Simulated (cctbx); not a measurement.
# A crystallographic session in cctbx: Na2CoHgI6

Library: cctbx 2025.11. The data are simulated by the first script.

## 1. Simulate the data

run.py:

```python
from cctbx import adptbx, crystal, miller, sgtbx, xray
from cctbx.array_family import flex
from iotbx.shelx import hklf
from scitbx import matrix
import scitbx.random

cs = crystal.symmetry(unit_cell=(11.399, 11.399, 11.399, 90, 90, 90), space_group_symbol='Hall: -F 4 2 3')  # Fm-3m
atoms = [  # label, site, U (iso, or U11 U22 U33 U12 U13 U23 in A^2), occupancy
    ("Hg1", (0.5, 0, 0), (0.0062, 0.0062, 0.0062, 0.0000, 0.0000, 0.0000), 1),
    ("I1", (0.2139, 0, 0), (0.0091, 0.0102, 0.0102, 0.0000, 0.0000, 0.0000), 1),
    ("Co1", (0, 0, 0), (0.0090, 0.0090, 0.0090, -0.0000, -0.0000, -0.0000), 1),
    ("Na1", (0.25, 0.25, 0.75), (0.0127, 0.0127, 0.0127, 0.0000, -0.0000, 0.0000), 1),
]
xs = xray.structure(crystal_symmetry=cs)
for label, site, u, occ in atoms:
    u = adptbx.u_cif_as_u_star(cs.unit_cell(), u) if isinstance(u, tuple) else u
    xs.add_scatterer(xray.scatterer(label, site=site, u=u, occupancy=occ))
xs.set_inelastic_form_factors(1.54184, "sasaki")
xs.show_summary()
p1 = xs.expand_to_p1()
ms = miller.build_set(p1, anomalous_flag=True, d_min=0.83)
flex.set_random_seed(752508)
scitbx.random.set_random_seed(752508)
ms = ms.select(flex.random_double(ms.size()) < 0.5)
i = ms.structure_factors_from_scatterers(p1, algorithm="direct").f_calc().as_intensity_array().data()
i = i * 20000 / flex.max(i)
sig = flex.sqrt(i + flex.pow2(0.015 * i) + 15 ** 2)
noise = scitbx.random.variate(scitbx.random.normal_distribution())(i.size())
data = ms.array(data=i + sig * noise, sigmas=sig).set_observation_type_xray_intensity()
with open("data.hkl", "w") as f:
    data.export_as_shelx_hklf(f)
print("reflections written:", data.size(), " <I/sigma> = %.1f" % flex.mean(data.data() / data.sigmas()))
for h, a, b in list(data.sort("data"))[:12]:
    print("%4d%4d%4d %9.1f %7.1f" % (h + (a, b)))
```

```console
$ python run.py
```

```text
Number of scatterers: 4
At special positions: 4
Unit cell: (11.399, 11.399, 11.399, 90, 90, 90)
Space group: F m -3 m (No. 225)
reflections written: 5516  <I/sigma> = 5.2
   4   0   0   20499.2   332.0
   0   4   0   20468.7   332.0
   0  -4   0   19620.1   332.0
   0   4  -4   12670.4   218.3
   0  -4   4   12596.3   218.3
   0  -4  -4   12496.6   218.3
  -4   0  -4   12485.0   218.3
  -4   4   0   12324.4   218.3
   4   0   4   12208.0   218.3
   4   4   0   12190.1   218.3
   0   4   4   12129.9   218.3
  -4   4  -4    8334.3   150.7
```

Run time: 0.26 s on 1 thread of Arm Neoverse V2, with other jobs on the host, peak memory 0.07 GiB.

## 2. Refinement (right model, isotropic)

run.py:

```python
import math
from cctbx import adptbx, crystal, maptbx, sgtbx, xray
from cctbx.array_family import flex
from cctbx.xray import observations
from iotbx.shelx import hklf
from scitbx.lstbx import normal_eqns_solving
from smtbx import absolute_structure, utils
from smtbx.refinement import constraints, least_squares

cs = crystal.symmetry(unit_cell=(11.399, 11.399, 11.399, 90, 90, 90), space_group_symbol='Hall: -F 4 2 3')  # Fm-3m
atoms = [  # label, site, U (iso, or U11 U22 U33 U12 U13 U23 in A^2), occupancy
    ("Hg1", (0.5, 0, 0), 0.0200, 1),
    ("I1", (0.214, 0, 0), 0.0200, 1),
    ("Co1", (0, 0, 0), 0.0200, 1),
    ("Na1", (0.25, 0.25, 0.75), 0.0200, 1),
]
xs = xray.structure(crystal_symmetry=cs)
for label, site, u, occ in atoms:
    u = adptbx.u_cif_as_u_star(cs.unit_cell(), u) if isinstance(u, tuple) else u
    xs.add_scatterer(xray.scatterer(label, site=site, u=u, occupancy=occ))
xs.set_inelastic_form_factors(1.54184, "sasaki")
raw = hklf.reader(file_name="data.hkl").as_miller_arrays(crystal_symmetry=cs, anomalous=True)[0]
merged = raw.eliminate_sys_absent().merge_equivalents()
fo2 = merged.array().set_observation_type_xray_intensity()
print("Rint %.3f, %d unique reflections to %.2f A" % (merged.r_int(), fo2.size(), fo2.d_min()))
for sc in xs.scatterers():
    sc.flags.set_grad_site(True)
    sc.flags.set_grad_u_aniso(sc.flags.use_u_aniso())
    sc.flags.set_grad_u_iso(sc.flags.use_u_iso())
obs = fo2.as_xray_observations()
extra = {}
rep = constraints.reparametrisation(xs, [], utils.connectivity_table(xs), **extra)
ls = least_squares.crystallographic_ls(obs, rep, weighting_scheme=least_squares.mainstream_shelx_weighting(a=0, b=0))
print("cycle     R1     wR2    GooF  max shift (A)")
for cycle in range(8):
    ls.build_up()
    r1, wr2, goof = ls.r1_factor(cutoff_factor=2)[0], ls.wR2(), ls.goof()
    old = xs.sites_cart()
    normal_eqns_solving.levenberg_marquardt_iterations(ls, n_max_iterations=3, tau=1e-06, step_threshold=1e-7)
    big = flex.max((xs.sites_cart() - old).norms())
    print("%4d %7.4f %7.4f %7.3f %9.5f" % (cycle + 1, r1, wr2, goof, big))
    ls.build_up(objective_only=True)
    if abs(ls.wR2() - wr2) < 5e-5 and big < 5e-4:
        break
ls.build_up()
print("final R1 %.4f wR2 %.4f GooF %.3f  parameters %d  data/parameter %.1f" % (ls.r1_factor(cutoff_factor=2)[0], ls.wR2(), ls.goof(), ls.n_parameters, fo2.size() / ls.n_parameters))
cov = ls.covariance_matrix_and_annotations()
su = dict(zip(cov.annotations, (math.sqrt(max(v, 0)) for v in cov.matrix.matrix_packed_u_diagonal())))
a2 = cs.unit_cell().reciprocal_parameters()[0] ** -2
print("atom        x        y        z      Ueq    occ   su(xyz)  su(Uiso or U11)")
for sc in xs.scatterers():
    s = max(su.get(sc.label + k, 0) for k in (".x", ".y", ".z"))
    npd = "" if sc.is_positive_definite_u(cs.unit_cell()) else "  NPD"
    print("%-5s %8.5f %8.5f %8.5f %8.4f %6.3f %8.5f %7.4f%s" % ((sc.label,) + sc.site + (sc.u_iso_or_equiv(cs.unit_cell()), sc.occupancy, s, su.get(sc.label + ".uiso", su.get(sc.label + ".u11", 0) * a2), npd)))
fo = fo2.f_sq_as_f()
fc = fo.structure_factors_from_scatterers(xs, algorithm="direct").f_calc()
diff = fo.f_obs_minus_f_calc(1 / math.sqrt(ls.scale_factor()), fc).average_bijvoet_mates()
m = diff.fft_map(symmetry_flags=maptbx.use_space_group_symmetry, resolution_factor=0.25).apply_volume_scaling()
print("difference map: max %.2f min %.2f rms %.2f" % (m.statistics().max(), m.statistics().min(), m.statistics().sigma()))
peaks = m.peak_search(parameters=maptbx.peak_search_parameters(min_distance_sym_equiv=0.6, max_clusters=6)).all()
near = xs.closest_distances(peaks.sites(), distance_cutoff=4)
sps = cs.special_position_settings(min_distance_sym_equiv=0.5)
for k, (x, h) in enumerate(zip(peaks.sites(), peaks.heights())):
    ss = sps.site_symmetry(x)
    print("Q%-3d %7.4f %7.4f %7.4f %4d %7.2f  %.2f A from %s" % ((k + 1,) + tuple(t % 1 for t in ss.exact_site()) + (ss.multiplicity(), h, near.smallest_distances[k], xs.scatterers()[near.i_seqs[k]].label)))
```

```console
$ python run.py
```

```text
Rint 0.025, 98 unique reflections to 0.83 A
cycle     R1     wR2    GooF  max shift (A)
   1  0.0821  0.1743  15.990   0.00091
   2  0.0063  0.0127   1.165   0.00000
final R1 0.0063 wR2 0.0127 GooF 1.165  parameters 5  data/parameter 19.6
atom        x        y        z      Ueq    occ   su(xyz)  su(Uiso or U11)
Hg1    0.50000  0.00000  0.00000   0.0063  1.000  0.00000  0.0001
I1     0.21392  0.00000  0.00000   0.0098  1.000  0.00002  0.0001
Co1    0.00000  0.00000  0.00000   0.0089  1.000  0.00000  0.0004
Na1    0.25000  0.25000  0.75000   0.0126  1.000  0.00000  0.0007
difference map: max 0.40 min -0.65 rms 0.11
Q1    0.0000  0.0000  0.0000    4    0.40  0.00 A from Co1
Q2    0.2172  0.2172  0.2828   32    0.35  0.65 A from Na1
Q3    0.0000  0.0000  0.1043   24    0.33  1.19 A from Co1
Q4    0.0000  0.1474  0.3526   48    0.33  2.31 A from I1
Q5    0.1514  0.1514  0.1514   32    0.30  1.95 A from Na1
Q6    0.0898  0.0898  0.4102   32    0.29  1.77 A from Hg1
```

Time: 0.4 s.

## 3. Refinement (right model, anisotropic)

run.py, as its changes from the last script of this kind:

```diff
@@ -12,4 +12,4 @@
-    ("Hg1", (0.5, 0, 0), 0.0200, 1),
-    ("I1", (0.214, 0, 0), 0.0200, 1),
-    ("Co1", (0, 0, 0), 0.0200, 1),
-    ("Na1", (0.25, 0.25, 0.75), 0.0200, 1),
+    ("Hg1", (0.5, 0, 0), 0.0063, 1),
+    ("I1", (0.21392, 0, 0), 0.0098, 1),
+    ("Co1", (0, 0, 0), 0.0089, 1),
+    ("Na1", (0.25, 0.25, 0.75), 0.0126, 1),
@@ -21,0 +22 @@
+xs.convert_to_anisotropic()
```

```console
$ python run.py
```

```text
Rint 0.025, 98 unique reflections to 0.83 A
cycle     R1     wR2    GooF  max shift (A)
   1  0.0063  0.0127   1.172   0.00001
   2  0.0056  0.0107   0.986   0.00000
final R1 0.0056 wR2 0.0107 GooF 0.986  parameters 6  data/parameter 16.3
atom        x        y        z      Ueq    occ   su(xyz)  su(Uiso or U11)
Hg1    0.50000  0.00000  0.00000   0.0062  1.000  0.00000  0.0001
I1     0.21392  0.00000  0.00000   0.0098  1.000  0.00002  0.0001
Co1    0.00000  0.00000  0.00000   0.0087  1.000  0.00000  0.0003
Na1    0.25000  0.25000  0.75000   0.0122  1.000  0.00000  0.0006
difference map: max 0.38 min -0.56 rms 0.11
Q1    0.2174  0.2174  0.2826   32    0.38  0.64 A from Na1
Q2    0.0000  0.0000  0.0000    4    0.37  0.00 A from Co1
Q3    0.0000  0.1478  0.3522   48    0.34  2.31 A from I1
Q4    0.0516  0.1785  0.1785   96    0.30  2.16 A from I1
Q5    0.1535  0.1535  0.1535   32    0.29  1.90 A from Na1
Q6    0.0000  0.0000  0.4347   24    0.28  0.74 A from Hg1
```

Time: 0.38 s.

## 4. Refinement

run.py, as its changes from the last script of this kind:

```diff
@@ -21 +21 @@
-xs.set_inelastic_form_factors(1.54184, "sasaki")
+# no anomalous dispersion
@@ -36 +36 @@
-for cycle in range(8):
+for cycle in range(12):
```

```console
$ python run.py
```

```text
Rint 0.025, 98 unique reflections to 0.83 A
cycle     R1     wR2    GooF  max shift (A)
   1  0.0391  0.0863   7.960   0.00017
   2  0.0142  0.0322   2.972   0.00000
final R1 0.0142 wR2 0.0322 GooF 2.972  parameters 6  data/parameter 16.3
atom        x        y        z      Ueq    occ   su(xyz)  su(Uiso or U11)
Hg1    0.50000  0.00000  0.00000   0.0102  1.000  0.00000  0.0003
I1     0.21393  0.00000  0.00000   0.0081  1.000  0.00006  0.0004
Co1    0.00000  0.00000  0.00000   0.0169  1.000  0.00000  0.0010
Na1    0.25000  0.25000  0.75000   0.0088  1.000  0.00000  0.0016
difference map: max 0.88 min -1.86 rms 0.23
Q1    0.2175  0.2175  0.2825   32    0.88  0.64 A from Na1
Q2    0.0000  0.0000  0.1908   24    0.78  0.26 A from I1
Q3    0.0000  0.0000  0.2509   24    0.64  0.42 A from I1
Q4    0.0000  0.0000  0.4116   24    0.60  1.01 A from Hg1
Q5    0.0000  0.0704  0.4296   48    0.54  1.14 A from Hg1
Q6    0.0320  0.0320  0.0970   96    0.51  1.22 A from Co1
```

Time: 0.4 s.

This run holds a fault made on purpose: anomalous dispersion left out.

## 5. Refinement

run.py, as its changes from the last script of this kind:

```diff
@@ -15 +14,0 @@
-    ("Na1", (0.25, 0.25, 0.75), 0.0126, 1),
@@ -21 +20 @@
-# no anomalous dispersion
+xs.set_inelastic_form_factors(1.54184, "sasaki")
```

```console
$ python run.py
```

```text
Rint 0.025, 98 unique reflections to 0.83 A
cycle     R1     wR2    GooF  max shift (A)
   1  0.0670  0.1515  13.903   0.00027
   2  0.0683  0.1507  13.829   0.00000
final R1 0.0683 wR2 0.1507 GooF 13.829  parameters 5  data/parameter 19.6
atom        x        y        z      Ueq    occ   su(xyz)  su(Uiso or U11)
Hg1    0.50000  0.00000  0.00000   0.0051  1.000  0.00000  0.0013
I1     0.21394  0.00000  0.00000   0.0096  1.000  0.00030  0.0019
Co1    0.00000  0.00000  0.00000   0.0072  1.000  0.00000  0.0043
difference map: max 30.51 min -1.21 rms 0.91
Q1    0.2500  0.2500  0.2500    8   30.51  -1.00 A from Co1
Q2    0.0000  0.0000  0.2122   24    2.34  0.02 A from I1
Q3    0.0000  0.0000  0.4419   24    0.96  0.66 A from Hg1
Q4    0.1458  0.2219  0.2219   96    0.74  3.03 A from I1
Q5    0.1467  0.2223  0.2777   96    0.73  3.12 A from I1
Q6    0.1882  0.1882  0.1882   32    0.66  3.05 A from I1
```

Time: 0.39 s.

This run holds a fault made on purpose: atom left out: Na1.

## 6. Refinement

run.py, as its changes from the last script of this kind:

```diff
@@ -14,0 +15 @@
+    ("Na1", (0.25, 0.25, 0.75), 0.0126, 1),
@@ -23 +24 @@
-merged = raw.eliminate_sys_absent().merge_equivalents()
+merged = raw.eliminate_sys_absent().resolution_filter(d_min=1.3).merge_equivalents()
```

```console
$ python run.py
```

```text
Rint 0.021, 34 unique reflections to 1.31 A
cycle     R1     wR2    GooF  max shift (A)
   1  0.0051  0.0107   1.130   0.00021
   2  0.0048  0.0090   0.948   0.00000
final R1 0.0048 wR2 0.0090 GooF 0.948  parameters 6  data/parameter 5.7
atom        x        y        z      Ueq    occ   su(xyz)  su(Uiso or U11)
Hg1    0.50000  0.00000  0.00000   0.0061  1.000  0.00000  0.0003
I1     0.21394  0.00000  0.00000   0.0096  1.000  0.00004  0.0005
Co1    0.00000  0.00000  0.00000   0.0073  1.000  0.00000  0.0009
Na1    0.25000  0.25000  0.75000   0.0099  1.000  0.00000  0.0012
difference map: max 0.17 min -0.35 rms 0.06
Q1    0.0000  0.0000  0.5000    4    0.17  0.00 A from Hg1
Q2    0.0000  0.1861  0.1861   48    0.14  2.14 A from I1
Q3    0.0000  0.0926  0.0926   48    0.12  1.49 A from Co1
Q4    0.0000  0.0000  0.1377   24    0.12  0.87 A from I1
Q5    0.1715  0.1715  0.1715   32    0.08  1.55 A from Na1
Q6    0.0000  0.0000  0.2788   24    0.08  0.74 A from I1
```

Run time: 0.36 s on 1 thread of Arm Neoverse V2, with other jobs on the host, peak memory 0.09 GiB.

This run holds a fault made on purpose: data cut at low resolution.

[Logs are printed without paths, hosts, clocks, repeated set-up lines and the standing remarks that a program may print on its own settings, such as how far it seeks lower states.]
